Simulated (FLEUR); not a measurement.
# Collinear magnetic orders of MnPt with FLEUR, part 3 of 3

Aim: find out whether MnPt carries moments, and which collinear order costs least.

FLEUR MaX-R8.1; LDA (VWN); all-electron FLAPW, Dirac cores, scalar-relativistic bands.

So far, largest spin moment in the muffin-tin sphere (μB): step 2 (start 1: ferro +) 3.72; step 3 (start 2: antiferro q=(1/2,1/2,0) +-) 3.65; step 4 (start 3: antiferro q=(0,0,1/2) +-) 3.65.

### Step 7. Spin–orbit coupling, moments along [001]

Level of this step: LDA (VWN); all-electron FLAPW, Dirac cores, scalar-relativistic bands with spin-orbit coupling (FLEUR).

Spin–orbit coupling ties the spins to the lattice and lets orbital moments form.

A new self-consistent run of the start antiferro q=(1/2,1/2,0) +-, with the moments along z. The k list default-1 (kpts.xml, not shown) is a Γ-centred 5×10×10 mesh.

inp.xml

```
<?xml version="1.0" encoding="UTF-8" standalone="no"?>
<fleurInput fleurInputVersion="0.39">
   <comment>
      MnPt
   </comment>
   <calculationSetup>
      <cutoffs Kmax="3.6" Gmax="10.8" GmaxXC="10.8" numbands="142"/>
      <scfLoop itmax="90" minDistance="0.00002" maxIterBroyd="15" imix="Anderson" alpha="0.05" precondParam="0.0" spinf="2.0" sdNocoIR="T"/>
      <coreElectrons ctail="T" frcor="F" kcrel="0" coretail_lmax="0"/>
      <xcFunctional name="vwn" relativisticCorrections="F"/>
      <magnetism jspins="2"/>
      <soc l_soc="T" theta="0.0" phi="0.0" spav="F"/>
      <expertModes spex="0" secvar="F"/>
      <geometryOptimization l_f="F" forcealpha="1.0" forcemix="BFGS" epsdisp="0.00001" epsforce="0.00001"/>
      <ldaU l_linMix="F" mixParam="0.05" spinf="1.0"/>
   </calculationSetup>
   <cell>
      <bzIntegration valenceElectrons="62.0" mode="hist" fermiSmearingEnergy="0.00110248">
         <kPointListSelection listName="default-1"/>
         <xi:include xmlns:xi="http://www.w3.org/2001/XInclude" href="kpts.xml"> </xi:include>
      </bzIntegration>
      <xi:include xmlns:xi="http://www.w3.org/2001/XInclude" href="sym.xml"> </xi:include>
      <bulkLattice scale="1.0">
         <bravaisMatrix>
            <row-1>   10.6958498652359992     0.0000000000000000     0.0000000000000000</row-1>
            <row-2>    5.3479249326179996     5.3479249326179996     0.0000000000000000</row-2>
            <row-3>    0.0000000000000000     0.0000000000000000     6.9163976160359999</row-3>
         </bravaisMatrix>
      </bulkLattice>
   </cell>
   <atomSpecies>
      <species name="Manganese 3.500" element="Mn" atomicNumber="25">
         <mtSphere radius="2.5" gridPoints="827" logIncrement="0.015"/>
         <atomicCutoffs lmax="10" lnonsphr="8"/>
         <electronConfig flipSpins="F">
            <coreConfig>(1s1/2) (2s1/2) (2p1/2) (2p3/2)</coreConfig>
            <valenceConfig>(3s1/2) (3p1/2) (3p3/2) (4s1/2) (3d3/2) (3d5/2)</valenceConfig>
            <stateOccupation state="(3d3/2)" spinUp="1.25" spinDown="0.75"/>
            <stateOccupation state="(3d5/2)" spinUp="3.0" spinDown="0.0"/>
         </electronConfig>
         <energyParameters s="4" p="4" d="3" f="4"/>
         <lo type="SCLO" l="0" n="3" eDeriv="0"/>
         <lo type="SCLO" l="1" n="3" eDeriv="0"/>
      </species>
      <species name="Manganese -3.500" element="Mn" atomicNumber="25">
         <mtSphere radius="2.5" gridPoints="827" logIncrement="0.015"/>
         <atomicCutoffs lmax="10" lnonsphr="8"/>
         <electronConfig flipSpins="F">
            <coreConfig>(1s1/2) (2s1/2) (2p1/2) (2p3/2)</coreConfig>
            <valenceConfig>(3s1/2) (3p1/2) (3p3/2) (4s1/2) (3d3/2) (3d5/2)</valenceConfig>
            <stateOccupation state="(3d3/2)" spinUp="0.75" spinDown="1.25"/>
            <stateOccupation state="(3d5/2)" spinUp="0.0" spinDown="3.0"/>
         </electronConfig>
         <energyParameters s="4" p="4" d="3" f="4"/>
         <lo type="SCLO" l="0" n="3" eDeriv="0"/>
         <lo type="SCLO" l="1" n="3" eDeriv="0"/>
      </species>
      <species name="Platinum (Pt)" element="Pt" atomicNumber="78">
         <mtSphere radius="2.5" gridPoints="827" logIncrement="0.016"/>
         <atomicCutoffs lmax="10" lnonsphr="8"/>
         <electronConfig flipSpins="F">
            <coreConfig>(1s1/2) (2s1/2) (2p1/2) (2p3/2) (3s1/2) (3p1/2) (3p3/2) (4s1/2) (3d3/2) (3d5/2) (4p1/2) (4p3/2) (5s1/2) (4d3/2) (4d5/2) (4f5/2) (4f7/2)</coreConfig>
            <valenceConfig>(5p1/2) (5p3/2) (6s1/2) (5d3/2) (5d5/2)</valenceConfig>
            <stateOccupation state="(6s1/2)" spinUp="0.500000" spinDown="0.500000"/>
            <stateOccupation state="(5d3/2)" spinUp="1.800000" spinDown="1.800000"/>
            <stateOccupation state="(5d5/2)" spinUp="2.700000" spinDown="2.700000"/>
         </electronConfig>
         <energyParameters s="6" p="6" d="5" f="5"/>
         <lo type="SCLO" l="1" n="5" eDeriv="0"/>
      </species>
   </atomSpecies>
   <atomGroups>
      <atomGroup species="Manganese 3.500">
         <relPos label="                   1">.0000000000 .0000000000 .0000000000</relPos>
         <force calculate="T" relaxXYZ="TTT"/>
      </atomGroup>
      <atomGroup species="Manganese -3.500">
         <relPos label="                   2">1.000/2.000 .0000000000 .0000000000</relPos>
         <force calculate="T" relaxXYZ="TTT"/>
      </atomGroup>
      <atomGroup species="Platinum (Pt)">
         <relPos label="                   3">.0000000000 1.000/2.000 1.000/2.000</relPos>
         <force calculate="T" relaxXYZ="TTT"/>
      </atomGroup>
      <atomGroup species="Platinum (Pt)">
         <relPos label="                   4">1.000/2.000 1.000/2.000 1.000/2.000</relPos>
         <force calculate="T" relaxXYZ="TTT"/>
      </atomGroup>
   </atomGroups>
   <output dos="F" band="F" slice="F">
      <bandDOS minEnergy="-.5*Htr" maxEnergy="0.5*Htr" sigma="0.015" storeEVData="T"/>
      <plotting iplot="0" polar="F">
         <plot TwoD="T" vec1="  1.0  0.0  0.0" vec2="  0.0  1.0  0.0" vec3="  0.0  0.0  1.0" zero="  0.0  0.0  0.0" file="plot"/>
      </plotting>
      <moessbauerParams electricFieldGradient="F" isomerShift="F" coreHyperfine="F" valenceHyperfine="F"/>
   </output>
</fleurInput>
```

crystal.txt

```
MnPt
&input film=F cartesian=F /
5.66000000000  0.00000000000  0.00000000000
2.83000000000  2.83000000000  0.00000000000
0.00000000000  0.00000000000  3.66000000000
1.8897261246
1.0 1.0 1.0

4
25 0.00000000000  0.00000000000  0.00000000000 : 3.500
25 0.50000000000  0.00000000000  0.00000000000 : -3.500
78 0.00000000000  0.50000000000  0.50000000000
78 0.50000000000  0.50000000000  0.50000000000

&soc 0.0000000 0.0000000 /
&kpt div1=5 div2=10 div3=10 gamma=T /
```

Run with:

```console
$ OMP_NUM_THREADS=1 inpgen -f crystal.txt > inpgen.log  # inp.xml is then edited as shown
$ OMP_NUM_THREADS=1 mpirun -n 4 fleur_MPI > fleur.log
```

Output:

```text
[banner, memory and clock lines left out]
Welcome to FLEUR        (www.flapw.de)
      MaX-Release 8.1          (www.max-centre.eu)

 ========== k-point set info ==========
 Selected k-point list: default-1
 k-point list type: mesh
 5 x 10 x 10
 Number of k points: 156

 [... set-up left out ...]
 Iteration:     1   Distance:      27.29823938 me/bohr^3
 Iteration:     2   Distance:      16.14845757 me/bohr^3
 Iteration:     3   Distance:      11.32511650 me/bohr^3
 Iteration:     4   Distance:       7.10830122 me/bohr^3
 Iteration:     5   Distance:       4.82205359 me/bohr^3
 Iteration:     6   Distance:       3.67798019 me/bohr^3
 Iteration:     7   Distance:       1.57539645 me/bohr^3
 Iteration:     8   Distance:       0.91741765 me/bohr^3
 Iteration:     9   Distance:       0.50127493 me/bohr^3
 Iteration:    10   Distance:       0.29655862 me/bohr^3
 Iteration:    11   Distance:       0.17068665 me/bohr^3
 Iteration:    12   Distance:       0.01886550 me/bohr^3
 Iteration:    13   Distance:       0.01243101 me/bohr^3
 Iteration:    14   Distance:       0.00304074 me/bohr^3
[... lines left out ...]
 Iteration:    19   Distance:       0.00035230 me/bohr^3
 Iteration:    20   Distance:       0.00032439 me/bohr^3
 Iteration:    21   Distance:       0.00025228 me/bohr^3
 Iteration:    22   Distance:       0.00011477 me/bohr^3
 Iteration:    23   Distance:       0.00004491 me/bohr^3
 Iteration:    24   Distance:       0.00003001 me/bohr^3
 Iteration:    25   Distance:       0.00000563 me/bohr^3

 ********************************************************************
 Run finished successfully
 Stop message:
   all done
 ********************************************************************

--- out.xml (last complete iteration) ---
<iteration numberForCurrentRun="   25" overallNumber="   25">
         [... left out ...]
         <bandgap value="0.0000000045" units="eV"/>
         <sumValenceSingleParticleEnergies value="-35.7075505392" units="Htr"/>
         <FermiEnergy value="0.4067452518" units="Htr"/>
         [... left out ...]
         <magneticMomentsInMTSpheres units="muBohr">
            <globalMagMoment atomType="1" vec="0.00000   0.00000   3.63651"/>
            <globalMagMoment atomType="2" vec="0.00000   0.00000  -3.63651"/>
            <globalMagMoment atomType="3" vec="0.00000   0.00000   0.00000"/>
            <globalMagMoment atomType="4" vec="0.00000   0.00000   0.00000"/>
         </magneticMomentsInMTSpheres>
         <orbitalMomentsInMTSpheres units="muBohr">
            <globalMagMoment atomType="1" vec="0.00000   0.00000   0.03938"/>
            <globalMagMoment atomType="2" vec="0.00000   0.00000  -0.03938"/>
            <globalMagMoment atomType="3" vec="0.00000   0.00000   0.00000"/>
            <globalMagMoment atomType="4" vec="0.00000   0.00000   0.00000"/>
         </orbitalMomentsInMTSpheres>
         [... left out ...]
         <totalEnergy value="   -39186.2010645244" units="Htr">
            <sumOfEigenvalues value="   -23985.9997266483">
               <coreElectrons value="-23950.2921761091"/>
               <valenceElectrons value="-35.7075505392"/>
            </sumOfEigenvalues>
         [... left out ...]
            <freeEnergy value="-39186.2011079558"/>
            <extrapolationTo0K value="-39186.2010862401"/>
         </totalEnergy>
         <densityConvergence units="me/bohr^3">
            <chargeDensity spin="1" distance="0.0000036811"/>
            <chargeDensity spin="2" distance="0.0000034164"/>
            <overallChargeDensity distance="0.0000056276"/>
            <spinDensity distance="0.0000043330"/>
         </densityConvergence>
      </iteration>
```

Elapsed: 9.8 min, on 4 MPI ranks of Intel Xeon Platinum 8488C (Sapphire Rapids), shared host; peak memory 0.94 GiB; 39 min of CPU time.

Spin moment in the muffin-tin sphere by atom:

```csv
atom,spin moment in the muffin-tin sphere (μB)
Mn1,3.64
Mn2,-3.64
Pt3,0.00
Pt4,0.00
```

This step gave:

```
free energy                                                       : -1066310.8539 eV
program's band gap on this mesh (in a metal only a level spacing) : 4.50e-9 eV
magnetization                                                     : 0 μB
final state                                                       : antiferromagnetic
orbital moment along the spin                                     : 0.03938 μB
```

Orbital moment in the sphere, along the spin axis by atom:

```csv
atom,"orbital moment in the sphere, along the spin axis (μB)"
Mn1,0.0394
Mn2,-0.0394
Pt3,0.0000
Pt4,0.0000
```

### Step 8. What came out

* lowest state found: antiferromagnetic (typed antiferro q=(1/2,1/2,0) +-)
* largest site spin moment: 3.65 μB
* next finished state: antiferromagnetic, 292 meV a seeded atom higher
* energy gained by spin polarisation: 1021 meV a seeded atom
* orbital moment on the atom of largest spin, along its spin (spin–orbit run): 0.0394 μB

**Reading.** The lowest state found is antiferromagnetic, reached from the start antiferro q=(1/2,1/2,0) +-, with moments up to 3.65 μB. The next finished state costs 292 meV a seeded atom. On the atom of largest spin the orbital moment is almost quenched. This is the lowest of 4 finished starts, no proof of the ground state.

[Logs and program files are shortened in this print: banners, set-up blocks, solver, clock and traceback lines can be left out without a mark of their own.]

[Logs are printed without paths, hosts, clocks, repeated set-up lines and the standing remarks that a program may print on its own settings, such as how far it seeks lower states.]

[Hosts, paths, dates, database ids (printed as entryN), source tags and the programs' standing remarks are cut or masked in the printed files.]

[Where a cell is said to come from a database of computed structures, the database is the Materials Project.]
